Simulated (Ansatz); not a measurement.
# Lattice dynamics of TiCdSe3 (model cell, started as cubic perovskite with Ti in the octahedra)

Aim: the phonons of TiCdSe3 (model cell, started as cubic perovskite with Ti in the octahedra) at a cell relaxed beforehand at this level. After the zone centre comes a 2×2×2 q mesh on a 8×8×8 k mesh.

Program: Ansatz 0.2.0. Level of theory: DFT PBE, scalar-relativistic, plane waves, PAW. Results are calculated unless marked as measured.

The structure was built from a prototype and need not be the compound's stable phase.

**1. Set-up**

The structure is cubic, space group Pm-3m (No. 221). The conventional cell has a = 4.977 Å, b = 4.977 Å, c = 4.977 Å, α = 90.00°, β = 90.00°, γ = 90.00°. Nearest to Cd lie 12 Se at 3.52 Å. Nearest to Ti lie 6 Se at 2.49 Å. Se has 2 Ti at 2.49 Å nearest. Farther neighbours and most contacts between anions are not listed.

**2. Linear response at the zone centre**

The cell comes from relaxations at this level that are not shown. The zone centre comes first: it holds the modes that light can see, as far as symmetry allows. No field response is asked, since the mesh shows no gap.

File input.yaml:

```yaml
crystal:
  lattice:
    - [4.9773704866, 0.0, 0.0]
    - [0.0, 4.9773704866, 0.0]
    - [0.0, 0.0, 4.9773704866]
  atoms:
    - { symbol: Cd, position: [0.0, 0.0, 0.0] }
    - { symbol: Ti, position: [0.5, 0.5, 0.5] }
    - { symbol: Se, position: [0.5, 0.5, 0.0] }
    - { symbol: Se, position: [0.5, 0.0, 0.5] }
    - { symbol: Se, position: [0.0, 0.5, 0.5] }
kpoints:
  mp_grid: { grid: [8, 8, 8] }
hamiltonian:
  xc: pbe
scf:
  occupations: { method: methfessel_paxton, width: 0.2 }
output:
  eigenvalues: true
phonons:
  method: dfpt
```

Command:

```sh
ansatz run input.yaml --threads 8 --pin off --max-ram 14336MiB --backend cpu --events-out ev --progress --plain --runs-dir out
```

Numbers of over 12 decimals in the logs are rounded to 6 here.

The log of the run:

```text
zone centre: on kpoints.mp_grid the ground state, and the responses unless they are solved on pairs of k-points, stand on 125 of the mesh's 512 k-points, reduced under 8 symmetry operations, with k and −k counted as one. Each operation leaves every solved displacement unchanged or reverses it
Engine: ansatz 0.2.0, aarch64-unknown-linux-gnu
Pseudopotentials: kind: paw
Pseudopotential: Cd, paw, valence charge 20, recommended cutoff 420 eV (normal), Cd.paw.azcp
Pseudopotential: Ti, paw, valence charge 12, recommended cutoff 420 eV (normal), Ti.paw.azcp
Pseudopotential: Se, paw, valence charge 16, recommended cutoff 420 eV (normal), Se.paw.azcp
Functional definition: PBE
  parameter kappa = 0.804
  parameter beta = 0.066725
  exchange = pbe_x(kappa = kappa, mu = beta*pi^2/3)
  correlation = pbe_c(beta = beta)
Crystal: 5 atoms, lattice volume = 123.310 Å³
Basis set: ecut = 420 eV, 2469 PW (Γ), exchange–correlation on 72×72×72 points (8 copies of the dense FFT grid, shifted against one another)
Bands: 48, of which v1, the nominal top of the filled ones, is band 40 counted from 1 (39 counted from 0)
Symmetry: 48 space group operations
k-points: 125 of 512 (irreducible under 8 space group operations)
Non-local potential: Cd, projectors of the file, l = 0: 3, l = 1: 2, l = 2: 2, l = 3: 1
Non-local potential: Ti, projectors of the file, l = 0: 3, l = 1: 2, l = 2: 3, l = 3: 1
Non-local potential: Se, projectors of the file, l = 0: 2, l = 1: 2, l = 2: 3, l = 3: 1
PAW form: soft (Blöchl's): semilocal exchange-correlation on the pseudo side does not see the compensation charge
PAW one-centre angular grid: Cd, 590 points (default); XC on 64 Gauss nodes
PAW one-centre angular grid: Ti, 590 points (default); XC on 64 Gauss nodes
PAW one-centre angular grid: Se, 590 points (default); XC on 64 Gauss nodes
Initial density: superposition of atomic densities (neutral atoms: chi_scale 0, normalization atom), corrected by the library's trained network
Initial wavefunctions: pseudopotential atomic-orbital guess
Functional: x = pbe(κ = 0.804, μ = 0.219515), c = pbe(β = 0.066725)
SCF iter   1: F=—  HF=-27163.225868 eV  |F-HF|=—  |Δ(HF+E_count)|=         —  Δρ=1.46e-3  dr2=1.49e-3  ethr=1.77e-3  ⟨swp⟩=5.8  Hψ=20142  notcnv=0
preconditioner: auto → LDOS  [metal: Δε(μ)=0.052 eV  Ē_g=8.365 eV  σ=0.200 eV  W_gap=0.22  n_scr=32 (ndim 8)  ℏωp=19.5 eV  f_vac=0.024  D(μ)=3.05/eV (n_scr^D=18)  β→1.0]
SCF iter   2: F=—  HF=-27163.228356 eV  |F-HF|=—  |Δ(HF+E_count)|=   2.49e-3  S|Δr|=    0.00e0  Δρ=8.20e-4  dr2=5.79e-4  ethr=1.86e-6  ⟨swp⟩=2.2  Hψ=12081  notcnv=0
SCF iter   3: F=—  HF=-27163.228218 eV  |F-HF|=—  |Δ(HF+E_count)|=   1.37e-4  S|Δr|=    0.00e0  Δρ=3.11e-4  dr2=1.12e-4  ethr=7.24e-7  ⟨swp⟩=2.0  Hψ=10669  notcnv=0
SCF iter   4: F=—  HF=-27163.228194 eV  |F-HF|=—  |Δ(HF+E_count)|=   2.40e-5  S|Δr|=    0.00e0  Δρ=5.20e-5  dr2=3.65e-6  ethr=1.40e-7  ⟨swp⟩=2.0  Hψ=10068  notcnv=0
SCF iter   5: F=—  HF=-27163.228188 eV  |F-HF|=—  |Δ(HF+E_count)|=   6.43e-6  S|Δr|=    0.00e0  Δρ=1.83e-5  dr2=6.00e-7  ethr=4.56e-9  ⟨swp⟩=2.0  Hψ=7553  notcnv=0
SCF iter   6: F=—  HF=-27163.228188 eV  |F-HF|=—  |Δ(HF+E_count)|=   2.50e-7  S|Δr|=    0.00e0  Δρ=1.55e-5  dr2=4.72e-7  ethr=7.50e-10  ⟨swp⟩=2.3  Hψ=8469  notcnv=0
SCF iter   7: F=—  HF=-27163.228188 eV  |F-HF|=—  |Δ(HF+E_count)|=   4.83e-8  S|Δr|=    0.00e0  Δρ=3.53e-6  dr2=3.29e-8  ethr=5.90e-10  ⟨swp⟩=1.7  Hψ=6261  notcnv=0
SCF iter   8: F=—  HF=-27163.228188 eV  |F-HF|=—  |Δ(HF+E_count)|=  2.91e-10  S|Δr|=    0.00e0  Δρ=6.01e-7  dr2=6.76e-10  ethr=4.11e-11  ⟨swp⟩=2.3  Hψ=7823  notcnv=0
SCF iter   9: F=—  HF=-27163.228188 eV  |F-HF|=—  |Δ(HF+E_count)|=  1.46e-10  S|Δr|=    0.00e0  Δρ=2.62e-7  dr2=1.71e-10  ethr=1.00e-12  ⟨swp⟩=2.0  Hψ=10118  notcnv=0
SCF iter  10: F=—  HF=-27163.228188 eV  |F-HF|=—  |Δ(HF+E_count)|=  5.09e-11  S|Δr|=    0.00e0  Δρ=7.72e-8  dr2=1.02e-11  ethr=1.00e-12  ⟨swp⟩=2.3  Hψ=8946  notcnv=0
SCF iter  11: F=-27163.228188 eV  HF=-27163.228188 eV  |F-HF|=7.28e-12  |Δ(HF+E_count)|=  7.28e-12  S|Δr|=    0.00e0  Δρ=2.51e-8  dr2=8.70e-13  ethr=1.00e-12  ⟨swp⟩=8.1  Hψ=26028  notcnv=0
SCF 1 converged in 11 iterations: F = -27163.228188 eV  dr2 = 8.70e-13
  greatest PAW one-centre occupation: 1.000 electrons in one spin orbital (limit 2), on the Cd atom at site 0 (counted from 0), in its partial waves of l = 0
DFPT response loops at Γ: preconditioner auto → Kerker (q_TF=auto, 2.538 Å⁻¹) (partly filled bands, converged f_vac=0.024); β = 1.00, the filter's whole step (`scf.mixing.beta` (0.50) is not read by the response loops under this deck's `scf.mixing.preconditioner`; to damp them name `kerker` or `kerker_dos`, under which they read `scf.mixing.beta`, and type it under 1.00, their step now; both keys bind the ground state too); Broyden in place of MSR1
SCF converged after 11 iterations
Stability not checked: this state was not tested for a lower state beside it, because cold or Methfessel-Paxton smearing, or corrected tetrahedra, fill the levels in a way that the test cannot read (fill_not_monotonic; see scf.lower_state_search)
Free energy (F): -27163.228188 eV
Harris-Foulkes:  -27163.228188 eV  (|F-HF|=7.28e-12)
Internal energy: -27163.230923 eV  (E = F + TS)
E sigma→0 (E₀):  -27163.228872 eV
Entropy (-TS):   0.002735 eV (0.547 meV/atom)
Fermi energy:    8.660689 eV
--- Per-component energies (eV) ---
  E_band       = -1828.943320
  E_kinetic    = 1131.475108
  E_local      = -11645.660773  (includes V_loc(G=0)·N_el)
  E_nonlocal   = -1746.856804
  E_hartree    = 5561.484851
  E_xc         = -585.205453
  E_vxc        = -635.831643  (∫ρ·V_xc dr)
  E_paw        = -10865.005482  (= ΣΔE_a)
  E_vpaw       = -55.037314  (= ΣTr[D̂ρ^β])
  E_aug_tail   = -0.001571  (compensation charges beyond the density's cutoff)
  E_ewald      = -9013.460799
  E_smearing   = 0.002735  (= −TS)
  E_closure    = 0.000000  (closes the sum)
  Σ components = -27163.228188   (vs F -27163.228188, Δ=0.00e0)
--- Band table (eV; the first three rows and the last of 125) ---
  k-point 0: bands = [... 36 lower, 7.6985, 7.6985, 8.3828, 8.3828, 8.3828, 8.7131, 8.7131, 8.7131, ... 4 higher]
  k-point 1: bands = [... 36 lower, 7.4199, 7.6302, 8.2146, 8.2146, 8.2505, 8.7163, 9.1810, 9.1810, ... 4 higher]
  k-point 2: bands = [... 36 lower, 6.8606, 7.4769, 8.2160, 8.2160, 8.7233, 8.7241, 9.7617, 9.7617, ... 4 higher]
  k-point 124: bands = [... 36 lower, 5.3079, 7.0575, 9.1754, 9.1754, 9.1754, 10.2322, 10.2322, 10.2322, ... 4 higher]
--- Phonons (Γ-DFPT): 4 representative perturbations + reference, on 125 of 512 k-points (Σ response iterations 12) ---
  k mesh reduced under 8 symmetry operations, with k and −k counted as one. Each operation leaves every solved displacement unchanged or reverses it
  ASR residual: 1.117e-4 → 0.000e0 eV/Å²; symmetrization residual: 9.052e-6 eV/Å²
  ASR residual per site (eV/Å²): 1.12e-4 3.30e-5 2.40e-5 2.40e-5 2.40e-5
  Γ frequencies (cm⁻¹): -125.83 -125.83 -125.83 -76.69 -76.69 -76.69 -44.49 -44.49 -44.49 0.00 0.00 0.00 201.11 201.11 201.11
  non-analytic LO–TO correction: not included (Born effective charges unavailable; polar crystals: no LO–TO splitting at Γ)
```

The job ended after 45 s (8 threads of Arm Neoverse V2, shared host; peak memory 2.5 GiB).

In the SCF lines HF is the Harris–Foulkes energy and dr2 the Hartree energy of the density residual, in eV; the loop may stop once dr2 is under the threshold and the program's other checks hold. Hψ counts applications of the Hamiltonian.

This step gave:

| Property | Result |
| --- | --- |
| volume per atom | 24.66 Å³ |
| gap on the k-mesh | 0 eV |
| sum-rule residual before enforcement | 1.12e-4 eV/Å² |
| point group | m-3m |
| highest optical mode at the zone centre (no LO-TO term) | 201.1 cm⁻¹ |
| lowest optical zone-centre mode | -125.8 cm⁻¹ |

Patterns of degenerate modes are one choice out of their space. Modes at Γ, with each element's share of the kinetic energy (negative means imaginary):

```csv
mode,frequency (cm⁻¹),symmetry,Cd %,Ti %,Se %
1,-125.8,T1u,2,62,36
2,-125.8,T1u,2,62,36
3,-125.8,T1u,2,62,36
4,-76.7,T2u,0,0,100
5,-76.7,T2u,0,0,100
6,-76.7,T2u,0,0,100
7,-44.5,T1u,69,13,18
8,-44.5,T1u,69,13,18
9,-44.5,T1u,69,13,18
10,0.0,acoustic,28,12,60
11,0.0,acoustic,28,12,60
12,0.0,acoustic,28,12,60
13,201.1,T1u,0,14,86
14,201.1,T1u,0,14,86
15,201.1,T1u,0,14,86
```

Displacements in mode 2 (-125.8 cm⁻¹), the largest set to 1:
```
Cd1  0.00  0.02  0.13
Ti2  0.00  0.13  1.00
Se3  0.00 -0.05  0.05
Se4  0.00  0.01 -0.42
Se5  0.00 -0.05 -0.42
```

Displacements in mode 14 (201.1 cm⁻¹), the largest set to 1:
```
Cd1  0.00  0.01  0.02
Ti2  0.00 -0.18 -0.57
Se3  0.00 -0.11  1.00
Se4  0.00  0.32 -0.34
Se5  0.00 -0.11 -0.34
```

Before it was imposed, the acoustic sum rule was missed by 1.1e-4 eV/Å². Small misses are needed for a sound result but don't prove that mesh and cutoff are converged. The lowest optical mode is imaginary, 125.8i cm⁻¹, so the energy falls along it.

**3. Phonons on a q mesh**

Stability and thermal properties need the whole zone. Linear response on a 2×2×2 q mesh gives force constants as far as a supercell of that size would.

Changes to input.yaml since step 2:

```diff
@@ -21 +21,8 @@
   method: dfpt
+  qmesh: [2, 2, 2]
+  temperatures: { t_max: 1000, t_step: 50 }
+  qpath:
+    path:
+      - [[0.0, 0.0, 0.0], [0.0, 0.5, 0.0], [0.5, 0.5, 0.0], [0.0, 0.0, 0.0], [0.5, 0.5, 0.5], [0.0, 0.5, 0.0]]
+      - [[0.5, 0.5, 0.5], [0.5, 0.5, 0.0]]
+    npoints: 10
```

The log of the run:

```text
[...]
Crystal: 5 atoms, lattice volume = 123.310 Å³
Basis set: ecut = 420 eV, 2469 PW (Γ), exchange–correlation on 72×72×72 points (8 copies of the dense FFT grid, shifted against one another)
Bands: 48, of which v1, the nominal top of the filled ones, is band 40 counted from 1 (39 counted from 0)
[... 1 set-up line as in the run before ...]
k-points: 35 of 512
[...]
SCF iter   1: F=—  HF=-27163.225981 eV  |F-HF|=—  |Δ(HF+E_count)|=         —  Δρ=1.46e-3  dr2=1.48e-3  ethr=1.77e-3  ⟨swp⟩=5.9  Hψ=5628  notcnv=0
[...]
SCF iter  10: F=-27163.228188 eV  HF=-27163.228188 eV  |F-HF|=0.00e0  |Δ(HF+E_count)|=  1.24e-10  S|Δr|=    0.00e0  Δρ=7.75e-8  dr2=8.05e-12  ethr=1.00e-12  ⟨swp⟩=7.3  Hψ=8774  notcnv=0
SCF 1 converged in 10 iterations: F = -27163.228188 eV  dr2 = 8.05e-12
[...]
iter 1 solved again at ethr=3.09e-7 eV; its pass at ethr=3.10e-3 eV (dr2=2.48e-4 eV) is discarded
SCF iter   1: F=—  HF=-27163.228199 eV  |F-HF|=—  |Δ(HF+E_count)|=         —  Δρ=7.34e-7  dr2=6.22e-10  ethr=3.09e-7  ⟨swp⟩=3.0  Hψ=9100  notcnv=0
eigensolver tolerance schedule: the retry pair's looser diagonalisation over-reported the residual by 398179.94 of it (diagonalisation noise at an unbounded share of the residual, at the tolerance the schedule requests for it); recorded, not acted on — ethr = c·dr2/N_el stays at c = 1.0e-1
[...]
SCF iter   2: F=—  HF=-27163.228188 eV  |F-HF|=—  |Δ(HF+E_count)|=   1.05e-5  S|Δr|=    0.00e0  Δρ=1.06e-6  dr2=1.38e-9  ethr=1.00e-12  ⟨swp⟩=3.6  Hψ=4563  notcnv=0
[...]
SCF iter   6: F=-27163.228188 eV  HF=-27163.228188 eV  |F-HF|=1.46e-11  |Δ(HF+E_count)|=  7.28e-12  S|Δr|=    0.00e0  Δρ=7.93e-8  dr2=8.56e-12  ethr=1.00e-12  ⟨swp⟩=1.6  Hψ=3526  notcnv=0
SCF 2 converged in 6 iterations: F = -27163.228188 eV  dr2 = 8.56e-12
phonons: the bands overlap, so this run is a metal and interpolates without the dipole-dipole term. If the crystal is really an insulator or semiconductor, its LO-TO splitting is missing
NSCF: frozen V_eff on 35 k-points
[...]
DFPT response loops at q = (0, 0, 0) (fractional): preconditioner auto → Kerker (q_TF=auto, 2.538 Å⁻¹) (partly filled bands, converged f_vac=0.024); β = 1.00, the filter's whole step (`scf.mixing.beta` (0.50) is not read by the response loops under this deck's `scf.mixing.preconditioner`; to damp them name `kerker` or `kerker_dos`, under which they read `scf.mixing.beta`, and type it under 1.00, their step now; both keys bind the ground state too); Broyden in place of MSR1
[...]
SCF converged after 10 iterations
[...]
Free energy (F): -27163.228188 eV
[...]
Internal energy: -27163.230923 eV  (E = F + TS)
E sigma→0 (E₀):  -27163.228872 eV
Entropy (-TS):   0.002735 eV (0.547 meV/atom)
Fermi energy:    8.660689 eV
[...]
--- Band table (eV; the first three rows and the last of 35) ---
  k-point 0: bands = [... 36 lower, 7.6985, 7.6985, 8.3828, 8.3828, 8.3828, 8.7131, 8.7131, 8.7131, ... 4 higher]
  k-point 1: bands = [... 36 lower, 7.4199, 7.6302, 8.2146, 8.2146, 8.2505, 8.7163, 9.1810, 9.1810, ... 4 higher]
  k-point 2: bands = [... 36 lower, 6.8606, 7.4769, 8.2160, 8.2160, 8.7233, 8.7241, 9.7617, 9.7617, ... 4 higher]
  k-point 34: bands = [... 36 lower, 5.3079, 7.0575, 9.1754, 9.1754, 9.1754, 10.2322, 10.2322, 10.2322, ... 4 higher]
--- Phonons (Γ-DFPT): 4 representative perturbations + reference (Σ response iterations 12) ---
  ASR residual: 8.631e-5 → 0.000e0 eV/Å²; symmetrization residual: 8.470e-6 eV/Å²
  ASR residual per site (eV/Å²): 8.63e-5 6.36e-5 5.39e-5 5.39e-5 5.39e-5
[...]
--- Phonons (arbitrary-q DFPT): 4 irreducible q on the 2×2×2 mesh ---
  q = [0.0000, 0.0000, 0.0000] (star 1, of the zone-centre solve; hermiticity 2.09e-6, symmetrization 6.23e-12): -125.83 -125.83 -125.83 -76.69 -76.69 -76.69 -44.49 -44.49 -44.49 -0.00 -0.00 -0.00 201.11 201.11 201.11
  q = [0.0000, 0.0000, -0.5000] (star 3, 9 solved perturbations in 975 linear systems a pass and spin channel, the states on 125 of 512 k-point pairs; hermiticity 1.73e-6, symmetrization 2.32e-12): -99.71 -99.71 -75.24 -39.49 -39.49 -33.96 -33.96 -24.82 37.06 51.31 51.31 209.63 209.63 209.88 214.01
[...]
sum rule: each row above includes the acoustic sum rule's correction from the zone centre's row sums; it moved no ω² by more than (0.60 cm⁻¹)²
  mesh force constants: q→R imaginary residual 4.20e-18; ASR residual 8.631e-5 → 0.000e0 eV/Å²; symmetrization residual 3.997e-15 eV/Å²
  interpolated dispersion: 62 rows × 15 modes
  density of states and harmonic sums: on the 14×14×14 q-mesh, interpolated from the force constants of a 2×2×2 supercell (no non-analytic term)
  largest difference from the sums on the solved wave vectors: F 4.59e-2 eV, S 7.37e-5 and C_V 1.67e-5 eV/K
  zero-point energy: 0.070251 eV/cell   skipped modes (ω ≤ 0): 846, of them read as no rigid motion or as one in doubt: 843 (6.951e0 modes/cell left out, lowest -125.83 cm⁻¹)   left out of the sums: 4.63e-1 of the cell's modes: C_V's classical limit lies that fraction below 3 k_B per atom; for a crystal, a wire or a layer, F and S can be off by more, and a phonons.interpolated_qmesh denser along its periods is the remedy for the sampling
```

Elapsed: 3.5 min, on 8 threads; peak memory 2.2 GiB.

This step gave:

```
sum-rule residual before enforcement                    : 8.63e-5 eV/Å²
lowest frequency on the path                            : -125.8 cm⁻¹
highest frequency on the path or at a solved wavevector : 250.6 cm⁻¹
lowest mode on the q mesh (acoustic modes at Γ apart)   : -125.8 cm⁻¹
```

Frequencies (cm⁻¹) solved at each irreducible wavevector; negative means imaginary. Frequencies by wavevector, by row:

```csv
q in reciprocal lattice units,star,mode 1,mode 2,mode 3,mode 4,mode 13,mode 14,mode 15
0 0 0,1,-125.8,-125.8,-125.8,-76.7,201.1,201.1,201.1
0 0 -0.5,3,-99.7,-99.7,-75.2,-39.5,209.6,209.9,214
0 -0.5 -0.5,3,-105.6,-55.9,-55.9,-51.8,195.4,221.1,234.3
-0.5 -0.5 -0.5,1,-107.1,-107.1,-107.1,-38,186.1,186.1,250.6
```

Interpolated from a 2×2×2 q mesh. Phonon branches along the path, in cm⁻¹:

```csv
point,branch 1,branch 2,branch 3,branch 4,branch 12,branch 13,branch 14,branch 15
Γ,-126,-126,-126,-77,0,201,201,201
halfway,-111,-111,-76,-57,125,205,205,210
X,-100,-100,-75,-40,210,210,210,214
halfway,-91,-74,-60,-52,199,203,215,228
M,-106,-56,-56,-52,195,195,221,234
halfway,-90,-85,-65,-58,126,203,210,221
Γ,-126,-126,-126,-77,0,201,201,201
halfway,-87,-78,-78,-46,128,207,207,233
R,-107,-107,-107,-38,184,186,186,251
halfway,-94,-83,-79,-49,196,199,211,240
X,-100,-100,-75,-40,210,210,210,214
jump to R,-107,-107,-107,-38,184,186,186,251
halfway,-106,-88,-88,-45,190,190,210,246
M,-106,-56,-56,-52,195,195,221,234
```

Tetrahedra on a 14×14×14 mesh, mean over bins of 5 cm-1. Interpolated from a 2×2×2 q mesh. The phonon density of states by wavenumber; read off at these points:

wavenumber (cm⁻¹), phonon density of states (1/cm⁻¹/cell) and a bar:
```
     -128      0.000 
     -112      0.006 #
     -102      0.049 #####
      -88      0.078 ########
      -78      0.102 ###########
      -62      0.048 #####
      -48      0.100 ###########
      -42      0.279 ##############################
      -38      0.077 ########
      -22      0.028 ###
       -8      0.012 #
        2      0.011 #
       18      0.015 ##
       28      0.019 ##
       42      0.029 ###
       58      0.044 #####
       68      0.039 ####
       82      0.040 ####
       92      0.055 ######
       98      0.055 ######
      108      0.021 ##
      122      0.012 #
      132      0.014 #
      148      0.014 ##
      162      0.017 ##
      172      0.020 ##
      188      0.029 ###
      202      0.138 ###############
      212      0.096 ##########
      228      0.031 ###
      238      0.029 ###
      252      0.001
```

The partial phonon density of states has structure finer than the step of the table below, so its rows give means over 10 cm⁻¹, whole bins alone (the curve runs from -136 to 268 cm⁻¹). Peaks (cm⁻¹: height): Cd -41.9: 0.201; Se -74.9: 0.0901, -59.7: 0.0458, 82.5: 0.0467, 206.9: 0.0937; Ti -21.6: 0.00934, 79.9: 0.0215, 128.2: 0.0233, 173.9: 0.0198, 204.3: 0.0495.

Phonopy on the run's constants, 11x11x11 mesh, Gaussian sigma 2.9 cm-1. Interpolated from a 2×2×2 q mesh. Partial phonon density of states against wavenumber; means over each step; values in 1/cm⁻¹/cell:

```csv
wavenumber (cm⁻¹),Cd,Se,Ti
-130,9.4e-6,1.7e-4,2.9e-4
-120,7.0e-5,0.00111,0.00175
-110,2.5e-4,0.0108,0.00441
-100,4.8e-4,0.0422,0.00758
-90,7.8e-4,0.0576,0.00817
-80,0.00208,0.0723,0.00616
-70,0.00512,0.0509,0.00578
-60,0.0190,0.0395,0.00478
-50,0.0739,0.0231,0.00445
-40,0.137,0.0196,0.00385
-30,0.0249,0.0138,0.00415
-20,0.0163,0.0168,0.00655
-10,0.00287,0.00696,8.0e-4
0,4.6e-4,0.00158,1.5e-4
10,0.00242,0.00869,0.00134
20,0.00211,0.0104,0.00279
30,0.00216,0.0144,0.00331
40,0.00208,0.0253,0.00284
50,0.00106,0.0270,0.00160
60,0.00109,0.0341,0.00125
70,8.0e-4,0.0295,0.00852
80,0.00165,0.0435,0.0199
90,6.3e-4,0.0400,0.00576
100,7.9e-5,0.0354,1.3e-4
110,1.6e-5,0.00803,5.2e-4
120,1.8e-4,0.00467,0.00911
130,7.5e-4,0.00760,0.0194
140,1.5e-4,0.00242,0.00946
150,2.8e-5,0.00231,0.00344
160,2.5e-4,0.00696,0.0109
170,2.6e-4,0.00597,0.0166
180,1.4e-4,0.00731,0.0149
190,2.7e-4,0.00931,0.0224
200,2.7e-4,0.0527,0.0369
210,7.8e-5,0.0771,0.0336
220,5.2e-6,0.0325,0.00904
230,1.7e-5,0.0284,0.00410
240,1.4e-5,0.0223,0.00260
250,1.2e-6,0.00780,6.1e-4
260,0,1.1e-4,4.6e-6
```

Symmetry leaves 4 wavevectors to solve. The lowest mode among them, the acoustic zeros apart, lies at Γ and is imaginary, 125.8i cm⁻¹, so the energy falls along it.

**4. Summary of results**

```
space group (within 0.01 Å)                             : Pm-3m
volume per atom                                         : 24.7 Å³
electronic character                                    : no gap on this mesh
highest optical mode at the zone centre (no LO-TO term) : 201 cm⁻¹
lowest optical zone-centre mode                         : -126 cm⁻¹
lowest mode on the q mesh (acoustic modes at Γ apart)   : -126 cm⁻¹
highest frequency on the path or at a solved wavevector : 251 cm⁻¹
imaginary modes on the 2×2×2 q mesh                     : yes
```

**Reading.** Modes are clearly imaginary (beyond 10i cm⁻¹) at 4 of the 4 irreducible wavevectors, most at Γ (125.8i cm⁻¹), so this structure is not a minimum of the energy. The optical modes at Γ span -126 to 201 cm⁻¹ (negative means imaginary). The highest mode in this list at Γ, 201.1 cm⁻¹, is mostly motion of Se (86 % of the kinetic energy). With no gap, or one that is small against the smearing, the frequencies hang on the k mesh and the smearing, most of all near Kohn anomalies. The starting cell was built on a prototype and not taken from a measurement, so the phase need not exist. These are harmonic frequencies at zero temperature: anharmonic shifts, linewidths and thermal expansion are left out.

[Logs are printed without paths, hosts, clocks, repeated set-up lines and the standing remarks that a program may print on its own settings, such as how far it seeks lower states.]

[Hosts, paths, dates, database ids (printed as entryN), source tags and the programs' standing remarks are cut or masked in the printed files.]
